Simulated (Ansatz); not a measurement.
**H2CClF (P2_1): the gap up the ladder of methods**

Wanted: a ladder of band gaps for H2CClF (P2_1), from density functionals to G0W0.

Calculated with Ansatz 0.2.0; density functionals, hybrids and G0W0, plane waves, PAW.

This is a report of a sequence of runs, with most program output left out.

In doubt: masses and optical values from hybrid runs of this build are listed as unsure (step 10), which bears on the screening that GW takes from such a start.

### Step 1. The starting structure

It takes space group P2_1 (No. 4, monoclinic). The conventional cell has a = 5.021 Å, b = 4.148 Å, c = 6.768 Å, α = 90.00°, β = 108.21°, γ = 90.00°. H has 1 C at 1.09 Å nearest. Nearest to H lie 1 C at 1.09 Å. Nearest to C lie 2 H at 1.09 Å and 1 F at 1.38 Å and 1 Cl at 1.79 Å. Cl has 1 C at 1.79 Å nearest. Nearest to F lie 1 C at 1.38 Å. Farther neighbours and most contacts between anions are not listed.

Geometry: measured cell, ions relaxed with PBE. The runs that relaxed it are not among those shown. The default PAW set here is soft_2. Its files were made with PBE.

### Step 2. LDA on the 6×6×4 mesh

This step: DFT, LDA, plane waves, PAW.

input.yaml

```yaml
crystal:
  lattice:
    - [5.0206, 0.0, 0.0]
    - [0.0, 4.1477, 0.0]
    - [-2.1143188253, 0.0, 6.4288463713]
  atoms:
    - { symbol: H, position: [0.2853907074, 0.3914333251, 0.1553547444] }
    - { symbol: H, position: [0.7146092926, 0.8914333251, 0.8446452556] }
    - { symbol: H, position: [0.5708661695, 0.1079278767, 0.2708692269] }
    - { symbol: H, position: [0.4291338305, 0.6079278767, 0.7291307731] }
    - { symbol: C, position: [0.3461441783, 0.1407585261, 0.1942650717] }
    - { symbol: C, position: [0.6538558217, 0.6407585261, 0.8057349283] }
    - { symbol: Cl, position: [0.1665216804, 0.0025228448, 0.3683413112] }
    - { symbol: Cl, position: [0.8334783196, 0.5025228448, 0.6316586888] }
    - { symbol: F, position: [0.2645503672, 0.9578574273, 0.0149998989] }
    - { symbol: F, position: [0.7354496328, 0.4578574273, 0.9850001011] }
kpoints:
  mp_grid: { grid: [6, 6, 4] }
  band_path:
    path:
      - [0.0, 0.0, 0.0]
      - [0.0, 0.5, 0.0]
      - [0.0, 0.5, 0.5]
      - [0.0, 0.0, 0.5]
      - [-0.5, 0.0, 0.5]
      - [-0.5, 0.5, 0.5]
      - [-0.5, 0.5, 0.0]
      - [-0.5, 0.0, 0.0]
      - [-0.5, 0.45, 0.0]
    npoints: 1
hamiltonian:
  xc: lda
scf:
  occupations: { method: fixed }
  n_extra_bands: 7
output:
  eigenvalues: true
  forces: true
  stress: true
```

The run is started by

```
$ ansatz run input.yaml --threads 3 --pin off --max-ram 92160MiB --backend cuda --events-out ev --progress --plain --runs-dir out --devices 1 --max-vram 13GiB  # rebuilt from the run's record
```

The job ended after 4.5 s (1 × NVIDIA H100 80GB HBM3 (shared by 6 runs) with 3 threads of AMD EPYC 7R13 (Zen 3), shared host; peak memory 0.92 GiB; 7.1 s of CPU time).

This step gave:

* pressure: -1.953 GPa
* gap: 5.756 eV
* valence top at: k = (-0.500, 0.450, 0.000)
* conduction bottom at: Y_2
* least direct gap: 5.814 eV

Over mesh and listed points the gap is 5.756 eV, from k = (-0.500, 0.450, 0.000) to k = (-0.500, 0.000, 0.000). The least direct gap found is 5.814 eV, at k = (-0.500, 0.000, 0.000). On the 6×6×4 mesh alone the same run gives 5.759 eV, so that mesh misses an edge of LDA: 5.759 − 5.756 = +0.003 eV.

### Step 3. PBEsol on the 6×6×4 mesh

This step: DFT, PBEsol, plane waves, PAW.

Edit input.yaml of step 2 so:

```diff
@@ -31,3 +31,3 @@
 hamiltonian:
-  xc: lda
+  xc: pbesol
 scf:
```

Wall time 6 s (1 × NVIDIA H100 80GB HBM3 (shared by 6 runs) with 3 threads); peak memory 0.96 GiB; 6.6 s of CPU time.

This step gave:

```yaml
pressure: 0.04959 GPa
gap: 5.909 eV
valence_top_at: k = (-0.500, 0.450, 0.000)
conduction_bottom_at: Y_2
least_direct_gap: 5.967 eV
```

Over mesh and listed points the gap is 5.909 eV, from k = (-0.500, 0.450, 0.000) to k = (-0.500, 0.000, 0.000). The least direct gap found is 5.967 eV, at k = (-0.500, 0.000, 0.000). On the 6×6×4 mesh alone the same run gives 5.912 eV, so that mesh misses an edge of PBEsol: 5.912 − 5.909 = +0.003 eV. PBEsol against LDA: 5.909 − 5.756 = +0.153 eV, with the same mesh, files and cutoff, and both edges at the same k points.

### Step 4. PBE on the 6×6×4 mesh

Levels along a band path and on the mesh show where this functional puts the band edges.

This step: DFT, PBE, plane waves, PAW.

Edit input.yaml of step 3 so:

```diff
@@ -24,12 +24,14 @@
       - [0.0, 0.0, 0.5]
+      - [0.0, 0.0, 0.0]
       - [-0.5, 0.0, 0.5]
       - [-0.5, 0.5, 0.5]
+      - [0.0, 0.5, 0.0]
       - [-0.5, 0.5, 0.0]
       - [-0.5, 0.0, 0.0]
-      - [-0.5, 0.45, 0.0]
-    npoints: 1
+      - [0.0, 0.0, 0.0]
+    npoints: 10
 hamiltonian:
-  xc: pbesol
+  xc: pbe
 scf:
-  occupations: { method: fixed }
+  occupations: { method: fermi_dirac, width: 0.02 }
   n_extra_bands: 7
@@ -39 +41,5 @@
   stress: true
+  write_density: true
+  write_potential: true
+  elf: true
+  volumetric_format: npy
```

Elapsed: 7.5 s, on 1 × NVIDIA H100 80GB HBM3 (shared by 6 runs) with 3 threads; peak memory 1 GiB.

Numbers from this step:

```yaml
pressure: 1.318 GPa
gap: 5.993 eV
valence_top_at: k = (-0.500, 0.450, 0.000)
conduction_bottom_at: Y_2
least_direct_gap: 6.043 eV
```

Over mesh and path the gap is 5.993 eV, from k = (-0.500, 0.450, 0.000) to k = (-0.500, 0.000, 0.000). The least direct gap found is 6.043 eV, at k = (-0.500, 0.000, 0.000). On the 6×6×4 mesh alone the same run gives 5.996 eV, so that mesh misses an edge of PBE: 5.996 − 5.993 = +0.003 eV. PBE against PBEsol: 5.993 − 5.909 = +0.084 eV, with the same mesh, files and cutoff, and both edges at the same k points.

### Step 5. r2SCAN on the 6×6×4 mesh

r2SCAN is a meta-GGA: it depends on the kinetic-energy density as well as on the density and its gradient.

This step: DFT, r2SCAN, plane waves, PAW.

Edit input.yaml of step 4 so:

```diff
@@ -24,14 +24,12 @@
       - [0.0, 0.0, 0.5]
-      - [0.0, 0.0, 0.0]
       - [-0.5, 0.0, 0.5]
       - [-0.5, 0.5, 0.5]
-      - [0.0, 0.5, 0.0]
       - [-0.5, 0.5, 0.0]
       - [-0.5, 0.0, 0.0]
-      - [0.0, 0.0, 0.0]
-    npoints: 10
+      - [-0.5, 0.45, 0.0]
+    npoints: 1
 hamiltonian:
-  xc: pbe
+  xc: r2scan
 scf:
-  occupations: { method: fermi_dirac, width: 0.02 }
+  occupations: { method: fixed }
   n_extra_bands: 7
@@ -41,5 +39 @@
   stress: true
-  write_density: true
-  write_potential: true
-  elf: true
-  volumetric_format: npy
```

Elapsed: 9.8 s, on 1 × NVIDIA H100 80GB HBM3 (shared by 6 runs) with 3 threads; peak memory 1.1 GiB; 12 s of CPU time.

This step gave:

```
pressure             : -0.7554 GPa
gap                  : 6.575 eV
valence top at       : k = (-0.500, 0.450, 0.000)
conduction bottom at : Y_2
least direct gap     : 6.623 eV
```

Over mesh and listed points the gap is 6.575 eV, from k = (-0.500, 0.450, 0.000) to k = (-0.500, 0.000, 0.000). The least direct gap found is 6.623 eV, at k = (-0.500, 0.000, 0.000). On the 6×6×4 mesh alone the same run gives 6.578 eV, so that mesh misses an edge of r2SCAN: 6.578 − 6.575 = +0.003 eV. r2SCAN against PBE: 6.575 − 5.993 = +0.582 eV. The runs also differ in plane-wave cutoff (420 eV and 500 eV), so how much of this comes from the functional alone is not known.

### Step 6. HSE06 on the 4×4×2 mesh

HSE06 mixes in a quarter of exact exchange at short range.

This step: DFT, HSE06, plane waves, PAW.

Edit input.yaml of step 5 so:

```diff
@@ -17,3 +17,3 @@
 kpoints:
-  mp_grid: { grid: [6, 6, 4] }
+  mp_grid: { grid: [4, 4, 2] }
   band_path:
@@ -31,3 +31,3 @@
 hamiltonian:
-  xc: r2scan
+  xc: hse06
 scf:
@@ -37,3 +37 @@
   eigenvalues: true
-  forces: true
-  stress: true
```

Run time: 22 s. Hardware: 1 × NVIDIA H100 80GB HBM3 (shared by 6 runs) with 3 threads; peak memory 1.3 GiB.

Numbers from this step:

```yaml
gap: 7.750 eV
valence_top_at: k = (-0.500, 0.450, 0.000)
conduction_bottom_at: Y_2
least_direct_gap: 7.780 eV
exact_exchange_fraction: 0.25
```

Over mesh and listed points the gap is 7.750 eV, from k = (-0.500, 0.450, 0.000) to k = (-0.500, 0.000, 0.000). The least direct gap found is 7.780 eV, at k = (-0.500, 0.000, 0.000). On the 4×4×2 mesh alone the same run gives 7.754 eV, so that mesh misses an edge of HSE06: 7.754 − 7.750 = +0.004 eV. HSE06 against PBE: 7.750 − 5.993 = +1.757 eV. The runs also differ in mesh (6×6×4 and 4×4×2), so how much of this comes from the functional alone is not known.

### Step 7. PBE0 on the 4×4×2 mesh

PBE0 mixes in a quarter of exact exchange at all distances.

This step: DFT, PBE0, plane waves, PAW.

Edit input.yaml of step 6 so:

```diff
@@ -31,3 +31,3 @@
 hamiltonian:
-  xc: hse06
+  xc: pbe0
 scf:
```

Run time: 19 s. Hardware: 1 × NVIDIA H100 80GB HBM3 (shared by 6 runs) with 3 threads; peak memory 1.3 GiB.

Numbers from this step:

- gap: 8.533 eV
- valence top at: k = (-0.500, 0.450, 0.000)
- conduction bottom at: Y_2
- least direct gap: 8.562 eV
- exact-exchange fraction: 0.25

Over mesh and listed points the gap is 8.533 eV, from k = (-0.500, 0.450, 0.000) to k = (-0.500, 0.000, 0.000). The least direct gap found is 8.562 eV, at k = (-0.500, 0.000, 0.000). On the 4×4×2 mesh alone the same run gives 8.538 eV, so that mesh misses an edge of PBE0: 8.538 − 8.533 = +0.005 eV. PBE0 against HSE06: 8.533 − 7.750 = +0.783 eV, with the same mesh, files and cutoff, and both edges at the same k points.

### Step 8. DDH-PBE0 on the 4×4×2 mesh

The input asks for a share of exact exchange of one over the crystal's ε∞, which the program works out first.

This step: DFT, dielectric-dependent PBE0 (fraction 1/eps_inf of PBE), plane waves, PAW.

Edit input.yaml of step 7 so:

```diff
@@ -16,2 +16,3 @@
     - { symbol: F, position: [0.7354496328, 0.4578574273, 0.9850001011] }
+  host: atoms
 kpoints:
@@ -31,3 +32,6 @@
 hamiltonian:
-  xc: pbe0
+  xc:
+    exchange: pbe
+    correlation: pbe
+    exx: { coeff: inverse_dielectric }
 scf:
```

It took 31 s on 1 × NVIDIA H100 80GB HBM3 (shared by 6 runs) with 3 threads; peak memory 1.5 GiB; 49 s of CPU time.

This step gave:

| Item | Value |
| --- | --- |
| gap | 10.53 eV |
| valence top at | k = (-0.500, 0.450, 0.000) |
| conduction bottom at | Y_2 |
| least direct gap | 10.54 eV |
| exact-exchange fraction | 0.4461 |

Over mesh and listed points the gap is 10.527 eV, from k = (-0.500, 0.450, 0.000) to k = (-0.500, 0.000, 0.000). The least direct gap found is 10.544 eV, at k = (-0.500, 0.000, 0.000). On the 4×4×2 mesh alone the same run gives 10.530 eV, so that mesh misses an edge of DDH-PBE0: 10.530 − 10.527 = +0.003 eV. DDH-PBE0 against PBE0: 10.527 − 8.533 = +1.994 eV, with the same mesh, files and cutoff, and both edges at the same k points.

### Step 9. G0W0@PBE, 4×4×2 mesh, 615 empty bands, screening to 160 eV

G0W0 replaces the xc potential by a self-energy built once from the orbitals of the start. Levels are corrected in the window of bands that the input names, at points of the mesh.

This step: G0W0 on PBE, plane waves, PAW.

Edit input.yaml of step 8 so:

```diff
@@ -16,26 +16,13 @@
     - { symbol: F, position: [0.7354496328, 0.4578574273, 0.9850001011] }
-  host: atoms
 kpoints:
   mp_grid: { grid: [4, 4, 2] }
-  band_path:
-    path:
-      - [0.0, 0.0, 0.0]
-      - [0.0, 0.5, 0.0]
-      - [0.0, 0.5, 0.5]
-      - [0.0, 0.0, 0.5]
-      - [-0.5, 0.0, 0.5]
-      - [-0.5, 0.5, 0.5]
-      - [-0.5, 0.5, 0.0]
-      - [-0.5, 0.0, 0.0]
-      - [-0.5, 0.45, 0.0]
-    npoints: 1
 hamiltonian:
-  xc:
-    exchange: pbe
-    correlation: pbe
-    exx: { coeff: inverse_dielectric }
+  xc: pbe
 scf:
   occupations: { method: fixed }
-  n_extra_bands: 7
-output:
-  eigenvalues: true
+gw:
+  n_empty_bands: 615
+  ecut_chi: 160.0
+  qp_bands: [v3, c3]
+  qp_kpoints: band_edges
+  screening: { model: contour_deformation }
```

Run time: 59 s. Hardware: 1 × NVIDIA H100 80GB HBM3 (shared by 6 runs) with 3 threads; peak memory 2.5 GiB; 1.8 min of CPU time.

Numbers from this step:

```yaml
bands_summed: 635
rpa_eps_infinity_on_this_mesh_eigenvalues: 1.997, 2.022, 2.343
plane_waves_in_the_screening_matrix: 615
g0w0_gap_over_the_corrected_points: 10.03 eV
k_of_the_valence_top: -0.5, -0.5, 0
k_of_the_conduction_bottom: -0.5, 0, 0
starting_gap_on_the_mesh: 5.996 eV
z_at_the_valence_top: 0.8160
z_at_the_conduction_bottom: 0.8356
least_direct_g0w0_gap_over_the_corrected_points: 10.07 eV
```

Over all 18 irreducible mesh points the G0W0 gap is 10.027 eV, from k = (-0.500, -0.500, 0.000) to k = (-0.500, 0.000, 0.000). The PBE gap of this run on the mesh is 5.996 eV. The two states that bound the G0W0 gap lie that far apart at the start, so the correction of the gap is 10.027 − 5.996 = +4.031 eV.

### Step 10. G0W0@HSE06, 4×4×2 mesh, 285 empty bands, screening to 96 eV

This step: G0W0 on HSE06, plane waves, PAW.

Edit input.yaml of step 9 so:

```diff
@@ -19,3 +19,3 @@
 hamiltonian:
-  xc: pbe
+  xc: hse06
 scf:
@@ -23,4 +23,4 @@
 gw:
-  n_empty_bands: 615
-  ecut_chi: 160.0
+  n_empty_bands: 285
+  ecut_chi: 96
   qp_bands: [v3, c3]
```

Run time: 67 s. Hardware: 1 × NVIDIA H100 80GB HBM3 (shared by 6 runs) with 3 threads; peak memory 1.8 GiB; 79 s of CPU time.

Numbers from this step:

* bands summed: 305
* RPA ε∞ on this mesh (eigenvalues): 1.855, 1.875, 2.133
* plane waves in the screening matrix: 299
* G0W0 gap over the corrected points: 10.55 eV
* k of the valence top: -0.5, -0.5, 0
* k of the conduction bottom: 0.25, 0, -0.5
* starting gap on the mesh: 7.754 eV
* Z at the valence top: 0.8467
* Z at the conduction bottom: 0.8733
* least direct G0W0 gap over the corrected points: 10.67 eV

Over all 18 irreducible mesh points the G0W0 gap is 10.547 eV, from k = (-0.500, -0.500, 0.000) to k = (0.250, 0.000, -0.500). The HSE06 gap of this run on the mesh is 7.754 eV. Other states bound it: the two that bound the G0W0 gap lie 7.839 eV apart in HSE06, so state for state the correction is 10.547 − 7.839 = +2.708 eV, while gap against gap it is 10.547 − 7.754 = +2.793 eV. G0W0@HSE06 against G0W0@PBE with 305 bands (a further run, in the table below): 10.547 − 9.981 = +0.566 eV. Mesh, set of files and cutoffs are the same, but the conduction bottom lies at another k point, so this need not be the shift of one pair of states.

### Step 11. G0W0@r2SCAN, 4×4×2 mesh, 285 empty bands, screening to 96 eV

This step: G0W0 on r2SCAN, plane waves, PAW.

Edit input.yaml of step 10 so:

```diff
@@ -19,3 +19,3 @@
 hamiltonian:
-  xc: hse06
+  xc: r2scan
 scf:
```

The job ended after 33 s (1 × NVIDIA H100 80GB HBM3 (shared by 6 runs) with 3 threads; peak memory 1.8 GiB).

This step gave:

```yaml
bands_summed: 305
rpa_eps_infinity_on_this_mesh_eigenvalues: 1.936, 1.959, 2.256
plane_waves_in_the_screening_matrix: 299
g0w0_gap_over_the_corrected_points: 10.28 eV
k_of_the_valence_top: -0.5, -0.5, 0
k_of_the_conduction_bottom: 0.25, 0, -0.5
starting_gap_on_the_mesh: 6.578 eV
z_at_the_valence_top: 0.8317
z_at_the_conduction_bottom: 0.8564
least_direct_g0w0_gap_over_the_corrected_points: 10.35 eV
```

Over all 18 irreducible mesh points the G0W0 gap is 10.283 eV, from k = (-0.500, -0.500, 0.000) to k = (0.250, 0.000, -0.500). The r2SCAN gap of this run on the mesh is 6.578 eV. Other states bound it: the two that bound the G0W0 gap lie 6.725 eV apart in r2SCAN, so state for state the correction is 10.283 − 6.725 = +3.558 eV, while gap against gap it is 10.283 − 6.578 = +3.705 eV. G0W0@r2SCAN against G0W0@HSE06 with 305 bands: 10.283 − 10.547 = −0.264 eV. The runs also differ in plane-wave cutoff (420 eV and 500 eV), so how much of this comes from the start alone is not known.

(Continued in part 2 of 2.)

[Paths, hosts, dates, memory and timing lines, banners, echoed tables and standing remarks are left out of the program output.]

[Logs are printed without paths, hosts, clocks, repeated set-up lines and the standing remarks that a program may print on its own settings, such as how far it seeks lower states.]

[Runs of the session that timed out or met a known fault of the program may be left out.]

[Cells called generated may have been cut or substituted from an entry of the Crystallography Open Database or the Materials Project.]

[Hosts, paths, dates, database ids (printed as entryN), source tags and the programs' standing remarks are cut or masked in the printed files.]

[Where an RPA ε∞ is given, it is that of the G0W0 mesh and is not shown converged in it. Names of k-points follow the symmetry that the program found, which can be lower than the space group named. Band edges on a path are those of the sampled points; other points can move an edge, and change direct to indirect where valleys lie close.]

[Hybrid gaps are those of their k-mesh and are not shown converged in it.]
